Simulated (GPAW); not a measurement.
# The basis that the transmission of a Re chain with a P atom bridging one bond needs, part 2 of 2

Wanted: the zero-bias transmission of a Re chain with a P atom bridging one bond on a ladder of levels, with run times.

GPAW 26.7.0; GPAW LCAO, PAW setups; Landauer transmission from Green's functions with principal layers (ASE), zero bias.

So far, transmission at the Fermi level (one spin): step 2 (GPAW, dzp, PBE, GPAW) 4.83; step 3 (basis szp(dzp), PBE, GPAW) 4.83; step 4 (basis sz(dzp), PBE, GPAW) 4.87; step 5 (LDA) 4.85.

### 9. Functional RPBE, smearing 0.05, broadening 1e-06: xc = "RPBE", width = 0.05 and eta = 1e-06

The functional moves levels against the Fermi level. Smearing helps the SCF of a metal converge, but it blurs occupations at band edges near the Fermi level. The broadening keeps the Green's functions finite; too large a value absorbs electrons where channels are open and leaks them where none are.

Contents of run.py:

```python
import json
import numpy as np
from ase import Atoms
from ase.transport.calculators import TransportCalculator
from gpaw import GPAW, FermiDirac
from gpaw.lcao.tools import get_lcao_hamiltonian
from scipy.linalg import eigh

# The junction with lead layers at both ends, along the third cell vector
device = Atoms(
    ['Re', 'Re', 'Re', 'Re', 'Re', 'Re', 'Re', 'P', 'Re', 'Re', 'Re', 'Re', 'Re', 'Re', 'Re'],
    positions=[
        [4.50000, 4.50000, 1.12500],
        [4.50000, 4.50000, 3.37500],
        [4.50000, 4.50000, 5.62500],
        [4.50000, 4.50000, 7.87500],
        [4.50000, 4.50000, 10.12500],
        [4.50000, 4.50000, 12.37500],
        [4.50000, 4.50000, 14.62500],
        [6.22890, 4.50000, 15.85000],
        [4.50000, 4.50000, 17.07500],
        [4.50000, 4.50000, 19.32500],
        [4.50000, 4.50000, 21.57500],
        [4.50000, 4.50000, 23.82500],
        [4.50000, 4.50000, 26.07500],
        [4.50000, 4.50000, 28.32500],
        [4.50000, 4.50000, 30.57500]],
    cell=[[9.0, 0.0, 0.0], [0.0, 9.0, 0.0], [0.0, 0.0, 31.7]],
    pbc=True)

# One principal layer of the lead: the first 5 atoms of the device
lead = Atoms(
    ['Re', 'Re', 'Re', 'Re', 'Re'],
    positions=[
        [4.50000, 4.50000, 1.12500],
        [4.50000, 4.50000, 3.37500],
        [4.50000, 4.50000, 5.62500],
        [4.50000, 4.50000, 7.87500],
        [4.50000, 4.50000, 10.12500]],
    cell=[[9.0, 0.0, 0.0], [0.0, 9.0, 0.0], [0.0, 0.0, 11.25]],
    pbc=True)

settings = dict(mode='lcao', basis='dzp', xc='RPBE', h=0.2,
                occupations=FermiDirac(0.05), maxiter=250,
                mixer=dict(beta=0.1, nmaxold=8, weight=100.0),
                convergence=dict(density=0.0001))
energies = np.arange(-3, 3 + 1e-9, 0.075)
eta = 1e-06
n1, n2 = 1, 1
# k and -k transmit alike, so half of the mesh across the current serves
mesh = [(i, j) for i in range(n1) for j in range(n2) if (i, j) <= (-i % n1, -j % n2)]
weights = np.array([1 if (i, j) == (-i % n1, -j % n2) else 2 for i, j in mesh]) / (n1 * n2)

# [... helper functions left out ...]
fermi_lead = ground_state(lead, (1, 1, 10), 'lead.txt')
fermi_device = ground_state(device, (1, 1, 3), 'device.txt')
# [... loop over the mesh left out, but for ...]
        # Shift the lead onto the potential of the device's first layer
        shift = ((H[:, 0, 0] - H0[:, 0, 0]) / S0[0, 0]).real.mean()
# [...]
kT = 8.617333e-5 * 300
bias = [0.1, 0.2, 0.5, 1.0, 1.5, 2.0]
# [... integrals and printing left out ...]
```

Command:

```bash
OMP_NUM_THREADS=1 OPENBLAS_NUM_THREADS=1 python run.py
```

Elapsed: 2.8 min, on 1 thread of Arm Neoverse V1, shared host; peak memory 1.3 GiB.

This step gave:

| Item | Value |
| --- | --- |
| conductance | 4.832 G₀ |
| largest coupling past the next principal layer | 1.44e-6 eV |
| largest misfit of the first principal layer | 0.07340 eV |
| shift that aligns the lead | 0.01108 eV |
| transmission at the Fermi level (one spin) | 4.835 |

One spin. The transmission, zone mean by energy, zero at the Fermi level:

energy (eV), transmission, zone mean and a bar from the least value:
```
  -3.0000       2.23 ##########
  -2.7750       2.15 #########
  -2.4750       1.92 ########
  -2.4000       2.80 ##############
  -2.2500       1.95 ########
  -2.0250       2.22 ##########
  -1.7250       2.71 ##############
  -1.5000       3.04 ################
  -1.2750       3.26 ##################
  -0.9750       4.47 ###########################
  -0.7500       4.62 ############################
  -0.5250       4.71 #############################
  -0.2250       4.82 ##############################
  -0.0750       4.84 ##############################
   0.0000       4.83 ##############################
   0.2250       4.76 #############################
   0.5250       4.54 ############################
   0.7500       4.25 #########################
   0.9750       3.76 ######################
   1.2750       2.17 ##########
   1.5000       1.88 #######
   1.7250       1.86 #######
   2.0250       0.96 
   2.2500       0.99 #
   2.4750       0.98 #
   2.7750       0.96 
   3.0000       0.91
```

Not self-consistent under bias; the bias window is split evenly. Table of current through one cell, from the zero-bias transmission by bias:

```
bias (V)  current through one cell, from the zero-bias transmission (mA)
   0.100                                                          0.0374
   0.200                                                          0.0748
   0.500                                                           0.187
   1.000                                                           0.369
   1.500                                                           0.545
   2.000                                                           0.710
```

The transmission of the three most open eigenchannels by energy, zero at the Fermi level:

```csv
energy (eV),channel 1,channel 2,channel 3
-3.00,0.960,0.691,0.581
-2.85,0.964,0.737,0.486
-2.70,0.968,0.763,0.367
-2.55,0.971,0.778,0.229
-2.33,0.974,0.814,0.0464
-2.17,0.976,0.816,0.237
-2.02,0.978,0.813,0.396
-1.88,0.981,0.806,0.527
-1.73,0.983,0.794,0.655
-1.57,0.985,0.773,0.764
-1.35,0.990,0.862,0.723
-1.20,0.996,0.896,0.747
-1.05,1.000,0.889,0.880
-0.90,1.000,0.951,0.904
-0.75,0.997,0.972,0.906
-0.60,0.988,0.980,0.908
-0.38,0.984,0.969,0.915
-0.23,0.984,0.959,0.923
-0.07,0.983,0.956,0.945
0.00,0.982,0.955,0.955
0.07,0.982,0.961,0.954
0.23,0.981,0.970,0.949
0.38,0.980,0.971,0.942
0.60,0.977,0.964,0.927
0.75,0.973,0.955,0.915
0.90,0.970,0.932,0.898
1.05,0.970,0.846,0.827
1.20,0.968,0.873,0.327
1.35,0.966,0.885,0.102
1.57,0.959,0.886,0.0179
1.73,0.942,0.883,0.0314
1.88,0.890,0.843,0.0344
2.02,0.959,2.5e-10,1.3e-11
2.17,0.998,2.5e-10,0
2.33,0.989,2.5e-10,0
2.55,0.973,2.5e-10,0
2.70,0.962,2.5e-10,0
2.85,0.374,2.4e-10,0
3.00,0.912,2.5e-10,0
```

The conductance equals that of the dzp run to 0.2 %.

### 10. Outcome

```yaml
conductance: 4.83 G₀
transmission_at_the_fermi_level_mean_of_the_spins: 4.83
thermopower: about 0 (under 1.5 μV/K)
```

In words: In the dzp basis the junction conducts 4.83 G₀ at 300 K, with T = 4.83 a spin at the Fermi level; the sz basis reaches that conductance within 10 %. At the Fermi level the three most open eigenchannels pass 0.98, 0.96 and 0.95. Measured against the first run (dzp), the nearest curve is that of dzp-LDA (r.m.s. 0.075) and the farthest that of sz (0.16). Over the compared runs wall time goes from 65 s (sz) to 227 s (dzp), on a shared host. The geometry was built from estimated bond lengths and not relaxed, so the numbers describe this model structure. The run had no spin polarisation, so a magnetic state, which chains and small molecules with open shells often have, wasn't tested. Spin-orbit coupling is left out, which matters for the heavy atoms here. An evenly spaced straight chain is an idealisation: free chains tend to dimerise, zigzag or, where a band edge lies near the Fermi level, turn magnetic. The currents use the zero-bias T(E) throughout, which holds only while the bias is small against the distance to the nearest feature. The energy step is wider than the thermal energy, so the conductance and thermopower rest on interpolation of T(E).

[Logs are printed without paths, hosts, clocks, repeated set-up lines and the standing remarks that a program may print on its own settings, such as how far it seeks lower states.]

[Hosts, paths, dates, database ids (printed as entryN), source tags and the programs' standing remarks are cut or masked in the printed files.]
